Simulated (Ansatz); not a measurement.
**Random packing of 52AlCl3-48NaCl (mol %) (76 atoms): a short ab initio trajectory**

How do the atoms of random packing of 52AlCl3-48NaCl (mol %) (76 atoms) move, and what local order do they keep?

Main program and level: Ansatz 0.2.0; Kohn-Sham DFT, LDA, PAW (set soft_2), plane waves.

## 1. The structure

The cell holds 76 atoms: 13 Al, 51 Cl and 12 Na. Cell: a = 12.857 Å, b = 12.857 Å, c = 12.857 Å, α = 90.0°, β = 90.0°, γ = 90.0°. 76 atoms (13 Al, 51 Cl, 12 Na) packed at random in a cube at 1.9 g/cm³ and pushed apart as soft spheres, cations and anions kept from their own kind; a start for melting by ab initio MD, not an equilibrated structure.

Before any run, some limits are plain. The Brillouin zone is sampled at Γ only, in a cell whose shortest periodic width is 13 Å.

## 2. Single point at the start

A single point comes first, to see the forces before anything moves.

Input file input.yaml:

```yaml
crystal:
  lattice:
    - [12.8574, 0.0, 0.0]
    - [0.0, 12.8574, 0.0]
    - [0.0, 0.0, 12.8574]
  atoms:
    - { symbol: Al, position: [0.65832, 0.77683, 0.04256] }
    - { symbol: Al, position: [0.80037, 0.63042, 0.60298] }
    - { symbol: Al, position: [0.13559, 0.52629, 0.9545] }
    - { symbol: Al, position: [0.85106, 0.7918, 0.25625] }
    [... 66 atom lines left out ...]
    - { symbol: Na, position: [0.19009, 0.1894, 0.35402] }
    - { symbol: Na, position: [0.9463, 0.77225, 0.01036] }
    - { symbol: Na, position: [0.17593, 0.89683, 0.05114] }
    - { symbol: Na, position: [0.64965, 0.37428, 0.08493] }
    - { symbol: Na, position: [0.64502, 0.84033, 0.56144] }
    - { symbol: Na, position: [0.02669, 0.9853, 0.31456] }
kpoints:
  mp_grid: { grid: [1, 1, 1] }
hamiltonian:
  xc: lda
scf:
  occupations: { method: fermi_dirac, width: 0.069 }
output:
  forces: true
```

The run is started by

```bash
$ ansatz run input.yaml --threads 32 --pin off --max-ram 143360MiB --backend cuda --events-out ev --progress --plain --runs-dir out
```

The job ended after 2.7 s (1 × NVIDIA GB200 with 32 threads of Arm Neoverse V2, shared host; peak memory 1.4 GiB; 4.6 s of CPU time).

That memory is the host's; the program planned up to 4.4 GiB on the GPU. Forces of this run were stored rounded, and per-atom blocks of the log weren't kept.

Read from the output:

| Item | Value |
| --- | --- |
| free energy | -77563.1120 eV |
| free energy per atom | -1020.5673 eV/atom |
| SCF cycles | 13 |
| r.m.s. force component | 0.7669 eV/Å |
| longest force | 3.758 eV/Å |
| Fermi energy | 1.19 eV |

The r.m.s. force component of 0.77 eV/Å sets the starting point.

Length of the force by element:

```tsv
element	coordination	atoms	mean length of the force (eV/Å)	spread	least	most
Al	all	13	1.95	0.774	0.896	3.76
Cl	all	51	1.03	0.574	0.0948	2.31
Na	all	12	0.613	0.347	0.0425	1.27
```

## 3. Melting at 800 K

The random start is held at a high temperature, to make it forget its packing.

Edit input.yaml of step 2 so:

```diff
@@ -15 +15,8 @@
   forces: true
+md:
+  timestep: 2
+  n_steps: 590
+  ensemble: nvt_langevin
+  temperature: 800
+  initial_velocities: maxwell_boltzmann
+  seed: 3201
```

Wall time 2.9 min (1 × NVIDIA GB200 with 32 threads); peak memory 1.5 GiB; 15 min of CPU time.

That memory is the host's; the program planned up to 4.4 GiB on the GPU.

The program notes that it switched symmetry off.

Rows from the run:

```tsv
time (fs)	T (K)	potential (meV/atom)
0.0	789	0.0
84.0	2112	-370.0
156.0	1344	-442.7
240.0	1450	-569.5
324.0	1269	-637.2
396.0	1169	-676.9
480.0	922	-696.9
552.0	780	-684.7
636.0	828	-707.7
708.0	787	-740.4
786.0	815	-765.0
864.0	852	-763.2
948.0	799	-779.5
1032.0	800	-768.3
1104.0	843	-773.9
1180.0	912	-784.7
```

Mean square displacement from the first frame to the last: Al 4.9 Å², Cl 2.3 Å², Na 6.4 Å².

Mean square displacement against time lag:

```tsv
time lag (fs)	Al (Å²)	Cl (Å²)	Na (Å²)
2	4.9e-4	2.7e-4	4.2e-4
26	0.0619	0.0402	0.0639
50	0.139	0.119	0.203
74	0.211	0.206	0.370
100	0.300	0.296	0.553
124	0.361	0.370	0.710
148	0.427	0.437	0.854
172	0.501	0.496	0.987
198	0.588	0.554	1.12
222	0.684	0.606	1.24
246	0.777	0.657	1.37
270	0.874	0.703	1.50
296	0.983	0.747	1.64
320	1.07	0.785	1.77
344	1.16	0.822	1.90
368	1.25	0.858	2.03
394	1.35	0.895	2.18
418	1.44	0.930	2.31
442	1.53	0.964	2.42
466	1.63	0.997	2.53
492	1.73	1.03	2.64
516	1.82	1.07	2.73
540	1.91	1.10	2.82
564	2.01	1.13	2.91
590	2.11	1.16	3.01
```

From 473 steps of 2.0 fs, resolution about 35 cm-1. Table of vibrational density of states by wavenumber; read off at these points; values in 1e-3 per cm⁻¹:

```tsv
wavenumber (cm⁻¹)	Al	Cl	Na
0	0.17	1.01	0.352
35	0.222	1.71	0.429
88	0.216	2.44	0.628
123	0.21	2.27	0.705
159	0.249	2.03	0.522
194	0.314	1.58	0.376
247	0.232	0.893	0.294
282	0.213	0.728	0.209
317	0.173	0.65	0.14
370	0.21	0.454	0.0902
406	0.291	0.351	0.06
441	0.401	0.421	0.0517
494	0.459	0.344	0.0355
511	0.533	0.357	0.0354
529	0.483	0.326	0.0301
564	0.263	0.217	0.0163
599	0.164	0.149	0.0117
652	0.106	0.101	0.0106
688	0.0757	0.0827	0.0109
723	0.043	0.0657	0.00839
776	0.0219	0.0382	0.00807
811	0.0233	0.0354	0.00752
846	0.0158	0.0365	0.00709
899	0.0168	0.0337	0.00774
934	0.0163	0.0302	0.00525
970	0.0118	0.0265	0.00473
1005	0.0109	0.0216	0.00355
1058	0.00985	0.0203	0.00483
1093	0.00773	0.0203	0.00499
1128	0.00694	0.0199	0.00394
1181	0.0059	0.0161	0.00404
1216	0.00588	0.0154	0.00384
1252	0.00474	0.0145	0.00319
1305	0.00499	0.0117	0.00267
1340	0.00471	0.0118	0.00237
1375	0.00378	0.0127	0.0027
1410	0.00344	0.00931	0.00261
1463	0.0036	0.00878	0.00189
1499	0.00319	0.0092	0.00212
```

Over the second half of 1180 fs the temperature averages 834 K, falling from about 921 to 796 K (means over the first and last quarter of that half). From first frame to last Na has the largest mean square displacement, 6.4 Å² at the end; the farthest move is 5.15 Å. By the end of the lags followed (0.59 ps), the least mobile element has a mean square displacement of 1.2 Å², too little over such short lags to show that the memory of the start is lost. Distinct peaks of the vibrational density of states (Al) stand at 194 and 511 cm⁻¹; the one at 511 cm⁻¹ is strongest. The Langevin noise broadens this spectrum and gives it a smooth tail at high frequency. The run spans 1.18 ps, too short for its means to be equilibrium values.

## 4. Results

* wall time of the 2 DFT runs: 2.9 min

**Reading.** Melting at 800 K: by the end of the lags followed (0.59 ps), the least mobile element has a mean square displacement of 1.2 Å², too little over such short lags to show that the memory of the start is lost.

[Logs are printed without paths, hosts, clocks, repeated set-up lines and the standing remarks that a program may print on its own settings, such as how far it seeks lower states.]

[Hosts, paths, dates, database ids (printed as entryN), source tags and the programs' standing remarks are cut or masked in the printed files.]
